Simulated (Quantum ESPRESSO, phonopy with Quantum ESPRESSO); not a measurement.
# BP (F-43m): phonons against volume, part 6 of 9

Which modes of BP drive its thermal expansion?

Experimental results on record:
- volume expansion coefficient 9.6 1e-6/K near room temperature (given in “Thermal expansion coefficients of high thermal conducting BAs and BP materials (three times its linear coefficient)”, 2019, arxiv:1906.04101)

Quantum ESPRESSO 7.5; DFT LDA, scalar-relativistic, plane waves, GBRV ultrasoft pseudopotentials.

So far. Step 5 (Zone-centre response): The Born charges sum to zero within 0.072 e; the rest is removed before use. Acoustic frequencies in this log differ from zero by the error of the sum rule, which ph.x does not impose. Step 6 (Forces on a displaced cell): At this level the gap is 1.16 eV on the k-mesh of the self-consistent run, which can miss the band edges.

## (8) Lattice dynamics at this volume, V/V0 1

This step: DFT LDA, scalar-relativistic, plane waves, GBRV ultrasoft pseudopotentials (phonopy with Quantum ESPRESSO 4.10.0 / 7.5).

Run time: 15 min. Hardware: 8 threads of Arm Neoverse V1, shared host.

This step gave:

```
point group                              : -43m
highest frequency                        : 827.5 cm⁻¹
Debye temperature from the second moment : 1109 K
lowest frequency on the path             : 0 cm⁻¹
zero-point energy                        : 0.2053 eV/cell
Γ frequencies                            : 0, 0, 0, 820.0, 820.0, 820.0 cm⁻¹ (negative: imaginary)
```

Phonopy, LO-TO term from ph.x's tensors. The phonon branches at the labelled points (cm⁻¹):

```
    point  branch 1  branch 2  branch 3  branch 4  branch 5  branch 6
        Γ         0         0         0       820       820       827
  halfway       238       238       370       772       772       824
        X       310       310       531       716       716       800
  halfway       308       341       517       709       719       801
        U       302       401       480       694       729       804
jump to K       302       402       480       694       729       804
  halfway       211       272       376       776       786       806
        Γ         0         0         0       820       820       827
  halfway       175       175       354       797       797       809
        L       223       223       512       774       777       777
  halfway       281       348       484       716       752       801
        W       353       401       456       698       720       801
  halfway       332       345       504       707       718       801
        X       310       310       531       716       716       800
```

The phonon branches as a text plot (rows in cm⁻¹):

```
    810 |**************************************      ************
    776 |    ***              ***            *********
    741 |       ***      *******                    *****
    707 |          ***********                        ***********
    672 |
    638 |
    603 |
    569 |
    534 |          *****                                       **
    500 |         *     **                      *******      **
    465 |                 **                   *       ******
    431 |       **         *****             **
    397 |                ** **                         *****
    362 |     **        *       *           *         *   ****
    328 |             **      **                        **   ****
    293 |    *    **********     **        *         ***
    259 |       **          *****                   **
    224 |     **                *****          ******
    190 |  ***                           ** ***
    155 |                        ****      *
    121 |  **                      ***
     86 | *                          *  ***
     52 | *                          *  *
     17 |*                            **
         Γ           X  U|K            Γ         L        W     X
```

Harmonic. Thermo, by row:

```
T (K)  F_vib (meV/atom)  S (J/mol-atom/K)  C_V (J/mol-atom/K)
    0             102.7                 0                   0
   50             102.6             0.109               0.402
  100             102.4             1.083               2.999
  150             101.4             2.915               6.258
  200             99.29             5.148               9.379
  250             96.01             7.548               12.16
  300             91.47             9.977               14.48
  350             85.68             12.36               16.35
  400             78.68             14.64               17.83
  450             70.52             16.81               18.99
  500             61.28             18.86               19.91
  550                51             20.79               20.65
  600             39.75             22.61               21.24
  650             27.58             24.34               21.72
  700             14.54             25.96               22.12
  750              0.68              27.5               22.45
  800            -13.95             28.96               22.73
  850            -29.31             30.34               22.96
  900            -45.38             31.66               23.16
  950            -62.12             32.92               23.34
 1000            -79.49             34.12               23.48
```

The modes has structure finer than the step of the table below, so its rows give means over 25 cm⁻¹, whole bins alone (the curve runs from -10 to 862 cm⁻¹). Peaks (cm⁻¹: height): B 802.0: 0.0469; P 308.2: 0.0127, 467.3: 0.0133, 802.0: 0.00712.

Phonopy on the run's constants, 21x21x21 mesh, Gaussian sigma 6.2 cm⁻¹. Table of modes by wavenumber; means over each step; values in 1/cm⁻¹/cell:

```
wavenumber (cm⁻¹)        B        P
               25   8.0e-6   2.0e-5
               50   3.2e-5   9.8e-5
               75   1.0e-4   2.9e-4
              100   1.4e-4   4.1e-4
              125   2.6e-4   7.6e-4
              150   4.1e-4  0.00123
              175   6.3e-4  0.00197
              200  0.00101  0.00327
              225  0.00184  0.00624
              250  0.00228  0.00818
              275  0.00254  0.00979
              300  0.00277   0.0118
              325  0.00190  0.00900
              350  0.00122  0.00627
              375  0.00104  0.00572
              400   9.5e-4  0.00552
              425   5.5e-4  0.00368
              450   6.2e-4  0.00816
              475   5.9e-4   0.0119
              500   1.8e-4  0.00556
              525   2.0e-5  0.00108
              550        0   1.8e-5
              575        0        0
              600        0        0
              625        0        0
              650        0        0
              675   3.7e-4   1.1e-5
              700  0.00995   6.5e-4
              725   0.0167  0.00297
              750   0.0177  0.00411
              775   0.0155  0.00412
              800   0.0329  0.00554
              825  0.00772  0.00167
```

No LO-TO term. Modes at Γ, with each element's share of the kinetic energy:

```
mode  frequency (cm⁻¹)  symmetry  B %  P %
   1               0.0        T2   26   74
   2               0.0        T2   26   74
   3               0.0        T2   26   74
   4             820.0        T2   74   26
   5             820.0        T2   74   26
   6             820.0        T2   74   26
```

Displacements in mode 5 (820.0 cm⁻¹), the largest set to 1:
```
B1   1.00  0.00  0.00
P2  -0.35  0.00  0.00
```

No mode is imaginary beyond numerical noise along the path.

The time given is that of the 2 pw.x runs on displaced cells behind this step.

The supercell is 7.8 Å across at its narrowest and was not tested against a larger one: only its own wavevectors are exact, and acoustic branches between them, with the entropy at low temperature, can be off.

## (9) Self-consistent run, V/V0 1.015

A tight ground state at this cell gives the energy of this member; its pressure is the stress at this cutoff, which can carry an offset from the finite basis.

This step: DFT LDA, scalar-relativistic, plane waves, GBRV ultrasoft pseudopotentials (Quantum ESPRESSO 7.5).

System of this step: BP. Symmetry: F-43m, No. 216, cubic system. The conventional cell has a = 4.517 Å, b = 4.517 Å, c = 4.517 Å, α = 90.00°, β = 90.00°, γ = 90.00°. B has 4 P at 1.96 Å nearest. P has 4 B at 1.96 Å nearest. Farther neighbours are not listed.

scf.in reads:

```
 &control
    calculation='scf',
    prefix='x',
    outdir='./tmp',
    pseudo_dir='./pseudo',
    tprnfor=.true.,
    tstress=.true.,
 /
 &system
    ibrav=0,
    nat=2,
    ntyp=2,
    ecutwfc=40.0,
    ecutrho=240.0,
    occupations='fixed',
    nbnd=6,
 /
 &electrons
    conv_thr=1.0d-12,
    mixing_beta=0.7,
    electron_maxstep=100,
 /
ATOMIC_SPECIES
 B      10.8100  B.upf
 P      30.9738  P.upf
CELL_PARAMETERS angstrom
     0.000000000    2.258388882    2.258388882
     2.258388882    0.000000000    2.258388882
     2.258388882    2.258388882    0.000000000
ATOMIC_POSITIONS crystal
 B      0.000000000   0.000000000   0.000000000
 P      0.250000000   0.250000000   0.250000000
K_POINTS automatic
 8 8 8 0 0 0
```

Command:

```
$ OMP_NUM_THREADS=1 mpirun -n 8 pw.x -nk 8 -in scf.in > scf.out
```

The program printed:

```text
[banner, memory and clock lines left out]
Program PWSCF v.7.5

     Message from routine setup:
     using ibrav=0 with symmetry is DISCOURAGED, use correct ibrav instead

     G-vector sticks info

     bravais-lattice index     =            0
     lattice parameter (alat)  =       6.0355  a.u.
     unit-cell volume          =     155.4615 (a.u.)^3
     number of atoms/cell      =            2
     number of atomic types    =            2
     number of electrons       =         8.00
[...]
atom    2 type  2   force =     0.00000000   -0.00000000   -0.00000000

     Total force =     0.000000     Total SCF correction =     0.000000

     Computing stress (Cartesian axis) and pressure

          total   stress  (Ry/bohr**3)                   (kbar)     P=      -26.57
[...]
-0.00000000  -0.00018063   0.00000000           -0.00      -26.57        0.00
   0.00000000   0.00000000  -0.00018063            0.00        0.00      -26.57

     XML data file, charge density, pseudopotentials, collected wavefunctions
[key lines of the parts left out:]
!    total energy              =     -22.01003815 Ry
convergence has been achieved in  15 iterations
```

Wall time 1.7 s (8 MPI ranks).

At this level the gap is 1.20 eV on the k-mesh of the self-consistent run, which can miss the band edges.

## (10) Born charges and dielectric tensor

In a polar crystal the Born charges and ε∞ give the long-range dipole term that a finite supercell misses. They are those of this k-mesh and were not tested on a denser one; where the gap is small they converge slowly, and the LO modes with them.

ph.in reads:

```
phonons
 &inputph
    prefix='x',
    outdir='./tmp',
    fildyn='x.dyn',
    tr2_ph=1.0d-18,
    epsil=.true.,
 /
0.000000000 0.000000000 0.000000000
```

scf.in is that of step 9.

Command:

```
$ OMP_NUM_THREADS=1 mpirun -n 8 ph.x -nk 8 -in ph.in > ph.out
```

The program printed:

```text
[banner, memory and clock lines left out]
Program PHONON v.7.5

     ./tmp/x.save/

     IMPORTANT: XC functional enforced from input :
     Exchange-correlation= PZ
                           (   1   1   0   0   0   0   0)
     Any further DFT definition will be discarded
     Please, verify this is what you really want

     G-vector sticks info

     Reading collected, re-writing distributed wavefunctions in ./tmp/

     Number and degeneracy of irreps per q-point
       N         xq(1)         xq(2)         xq(3)   N irreps
[...]
freq (    1) =      -0.224786 [THz] =      -7.498053 [cm-1]
     freq (    2) =      -0.224786 [THz] =      -7.498053 [cm-1]
     freq (    3) =      -0.224786 [THz] =      -7.498053 [cm-1]
     freq (    4) =      24.217491 [THz] =     807.808551 [cm-1]
     freq (    5) =      24.217491 [THz] =     807.808551 [cm-1]
     freq (    6) =      24.217491 [THz] =     807.808551 [cm-1]
 **************************************************************************

     Mode symmetry, T_d (-43m)  point group:

     freq (   1-   3) =         -7.5  [cm-1]   --> T_2  G_15 P_4   I+R
     freq (   4-   6) =        807.8  [cm-1]   --> T_2  G_15 P_4   I+R
```

Run time: 10 s. Hardware: 8 MPI ranks; 81 s of CPU time.

The Born charges sum to zero within 0.072 e; the rest is removed before use. Acoustic frequencies in this log differ from zero by the error of the sum rule, which ph.x does not impose.

## (11) A displaced supercell

One atom (for the harmonic constants) or a pair of atoms (for the cubic ones) is moved by a few hundredths of an ångström; the forces on all atoms give a column of force constants. The threshold is tight because the forces are small.

System of this step: BP. The cell holds 54 atoms: 27 B and 27 P. Cell: a = 9.582 Å, b = 9.582 Å, c = 9.582 Å, α = 60.0°, β = 60.0°, γ = 60.0°. It derives from BP, repeated 3×3×3.

disp-00001.in reads:

```
 &control
    calculation='scf',
    prefix='x',
    outdir='./tmp',
    pseudo_dir='./pseudo',
    tprnfor=.true.,
    disk_io='none',
 /
 &system
    ibrav=0,
    nat=54,
    ntyp=2,
    ecutwfc=40.0,
    ecutrho=240.0,
    occupations='fixed',
    nbnd=110,
 /
 &electrons
    conv_thr=1.0d-11,
    mixing_beta=0.7,
    electron_maxstep=100,
 /
ATOMIC_SPECIES
 B      10.8100  B.upf
 P      30.9738  P.upf
CELL_PARAMETERS angstrom
     0.000000000    6.775166646    6.775166646
     6.775166646    0.000000000    6.775166646
     6.775166646    6.775166646    0.000000000
ATOMIC_POSITIONS crystal
 B      0.002087349   0.000000000   0.000000000
 B      0.333333333   0.000000000   0.000000000
 B      0.666666667   0.000000000   0.000000000
 B      0.000000000   0.333333333   0.000000000
 B      0.333333333   0.333333333   0.000000000
 B      0.666666667   0.333333333   0.000000000
 B      0.000000000   0.666666667   0.000000000
 B      0.333333333   0.666666667   0.000000000
 B      0.666666667   0.666666667   0.000000000
 B      0.000000000   0.000000000   0.333333333
 B      0.333333333   0.000000000   0.333333333
 B      0.666666667   0.000000000   0.333333333
 B      0.000000000   0.333333333   0.333333333
 B      0.333333333   0.333333333   0.333333333
 B      0.666666667   0.333333333   0.333333333
 B      0.000000000   0.666666667   0.333333333
 B      0.333333333   0.666666667   0.333333333
 B      0.666666667   0.666666667   0.333333333
 B      0.000000000   0.000000000   0.666666667
 B      0.333333333   0.000000000   0.666666667
 B      0.666666667   0.000000000   0.666666667
 B      0.000000000   0.333333333   0.666666667
 B      0.333333333   0.333333333   0.666666667
 B      0.666666667   0.333333333   0.666666667
 B      0.000000000   0.666666667   0.666666667
 B      0.333333333   0.666666667   0.666666667
 B      0.666666667   0.666666667   0.666666667
 P      0.083333333   0.083333333   0.083333333
 P      0.416666667   0.083333333   0.083333333
 P      0.750000000   0.083333333   0.083333333
 P      0.083333333   0.416666667   0.083333333
 P      0.416666667   0.416666667   0.083333333
 P      0.750000000   0.416666667   0.083333333
 P      0.083333333   0.750000000   0.083333333
 P      0.416666667   0.750000000   0.083333333
 P      0.750000000   0.750000000   0.083333333
 P      0.083333333   0.083333333   0.416666667
 P      0.416666667   0.083333333   0.416666667
 P      0.750000000   0.083333333   0.416666667
 P      0.083333333   0.416666667   0.416666667
 P      0.416666667   0.416666667   0.416666667
 P      0.750000000   0.416666667   0.416666667
 P      0.083333333   0.750000000   0.416666667
 P      0.416666667   0.750000000   0.416666667
 P      0.750000000   0.750000000   0.416666667
 P      0.083333333   0.083333333   0.750000000
 P      0.416666667   0.083333333   0.750000000
 P      0.750000000   0.083333333   0.750000000
 P      0.083333333   0.416666667   0.750000000
 P      0.416666667   0.416666667   0.750000000
 P      0.750000000   0.416666667   0.750000000
 P      0.083333333   0.750000000   0.750000000
 P      0.416666667   0.750000000   0.750000000
 P      0.750000000   0.750000000   0.750000000
K_POINTS automatic
 3 3 3 0 0 0
```

Command:

```
$ OMP_NUM_THREADS=1 mpirun -n 4 pw.x -nk 4 -in disp-00001.in > disp-00001.out
```

The program printed:

```text
[banner, memory and clock lines left out]
Program PWSCF v.7.5

     Message from routine setup:
     using ibrav=0 with symmetry is DISCOURAGED, use correct ibrav instead

     G-vector sticks info

     bravais-lattice index     =            0
     lattice parameter (alat)  =      18.1065  a.u.
     unit-cell volume          =    4197.4598 (a.u.)^3
     number of atoms/cell      =           54
     number of atomic types    =            2
     number of electrons       =       216.00
[...]
atom    1 type  1   force =    -0.00041458   -0.01078475   -0.01078475
     atom    2 type  1   force =     0.00028954    0.00039555    0.00039555
     atom    3 type  1   force =    -0.00028684    0.00037926    0.00037926
[...]
atom   53 type  2   force =     0.00009001   -0.00002208   -0.00002208
     atom   54 type  2   force =     0.00000015   -0.00002214   -0.00002214

     Total force =     0.017826     Total SCF correction =     0.000005
     Message from routine punch:
     Nothing written, as per user request (disk_io='none')
[key lines of the parts left out:]
!    total energy              =    -594.27356297 Ry
convergence has been achieved in  16 iterations
```

Elapsed: 13 min, on 4 MPI ranks; 52 min of CPU time.

## (12) Phonons, V/V0 1.015

This step: DFT LDA, scalar-relativistic, plane waves, GBRV ultrasoft pseudopotentials (phonopy with Quantum ESPRESSO 4.10.0 / 7.5).

Elapsed: 14 min, on 8 threads; 1.8 h of CPU time.

Phonopy, LO-TO term from ph.x's tensors. The phonon branches at the labelled points (cm⁻¹):

```
    point  branch 1  branch 2  branch 3  branch 4  branch 5  branch 6
        Γ         0         0         0       808       808       814
  halfway       237       237       365       758       758       811
        X       310       310       524       700       700       788
  halfway       309       340       510       694       703       788
        U       303       399       474       681       714       789
jump to K       303       399       473       681       714       789
  halfway       211       269       371       763       773       793
        Γ         0         0         0       808       808       814
  halfway       175       175       349       784       784       796
        L       224       224       504       762       763       763
  halfway       281       345       477       703       738       786
        W       351       400       449       686       704       786
  halfway       331       344       497       693       702       787
        X       310       310       524       700       700       788
```

The phonon branches as a text plot (rows in cm⁻¹):

```
    798 |**************************************      ************
    764 |    ***              ***            *********
    730 |       ***       ******                    *****
    696 |          ***********                        ***********
    662 |
    628 |
    594 |
    560 |
    526 |          *****                                       **
    492 |         *     **                      *******      **
    458 |                 **                   *       ******
    424 |       **         *****             **
    390 |                ** **                         ******
    356 |     **       **       *           *         *  *****
    322 |          ******     **                        *    ****
    288 |    *  ***      *****   **        *         ***
    255 |                     ***                   **
    221 |     **                *****          *****
    187 |  ***                           ** ***
    153 |                        ****      *
    119 |  **                      ***
     85 | *                          *  ***
     51 |                            *  *
     17 |*                            **
         Γ           X  U|K            Γ         L        W     X
```

No mode is imaginary beyond numerical noise along the path. The highest zone-centre mode (no LO–TO term) moved by -1.5 % for a volume change of +1.5 %.

The time given is that of the 2 pw.x runs on displaced cells behind this step.

## (13) Self-consistent run, V/V0 0.985

A tight ground state at this cell gives the energy of this member; its pressure is the stress at this cutoff, which can carry an offset from the finite basis.

This step: DFT LDA, scalar-relativistic, plane waves, GBRV ultrasoft pseudopotentials (Quantum ESPRESSO 7.5).

System of this step: BP. Symmetry: F-43m, No. 216, cubic system. The conventional cell has a = 4.472 Å, b = 4.472 Å, c = 4.472 Å, α = 90.00°, β = 90.00°, γ = 90.00°. B has 4 P at 1.94 Å nearest. Nearest to P lie 4 B at 1.94 Å. Farther neighbours are not listed.

scf.in: that of step 10 with these lines changed.

```diff
@@ -26,5 +26,5 @@
 CELL_PARAMETERS angstrom
-     0.000000000    2.258388882    2.258388882
-     2.258388882    0.000000000    2.258388882
-     2.258388882    2.258388882    0.000000000
+     0.000000000    2.235915860    2.235915860
+     2.235915860    0.000000000    2.235915860
+     2.235915860    2.235915860    0.000000000
 ATOMIC_POSITIONS crystal
```

Command:

```
$ OMP_NUM_THREADS=1 mpirun -n 8 pw.x -nk 8 -in scf.in > scf.out
```

The program printed:

```text
[banner, memory and clock lines left out]
Program PWSCF v.7.5

     Message from routine setup:
     using ibrav=0 with symmetry is DISCOURAGED, use correct ibrav instead

     G-vector sticks info

     bravais-lattice index     =            0
     lattice parameter (alat)  =       5.9754  a.u.
     unit-cell volume          =     150.8666 (a.u.)^3
     number of atoms/cell      =            2
     number of atomic types    =            2
     number of electrons       =         8.00
[...]
atom    2 type  2   force =    -0.00000000    0.00000000    0.00000000

     Total force =     0.000000     Total SCF correction =     0.000000

     Computing stress (Cartesian axis) and pressure

          total   stress  (Ry/bohr**3)                   (kbar)     P=       25.88
[...]
-0.00000000   0.00017595  -0.00000000           -0.00       25.88       -0.00
  -0.00000000  -0.00000000   0.00017595           -0.00       -0.00       25.88

     XML data file, charge density, pseudopotentials, collected wavefunctions
[key lines of the parts left out:]
!    total energy              =     -22.01005658 Ry
convergence has been achieved in  15 iterations
```

Elapsed: 1.6 s, on 8 MPI ranks.

The run ends at a pressure of 2.59 GPa.

[end of part 6 of 9]

[Logs are printed without paths, hosts, clocks, repeated set-up lines and the standing remarks that a program may print on its own settings, such as how far it seeks lower states.]

[Hosts, paths, dates, database ids (printed as entryN), source tags and the programs' standing remarks are cut or masked in the printed files.]

[A step with changed settings may run another functional than the one named; its input shows which.]

[Of the runs on displaced cells, only some may be shown.]
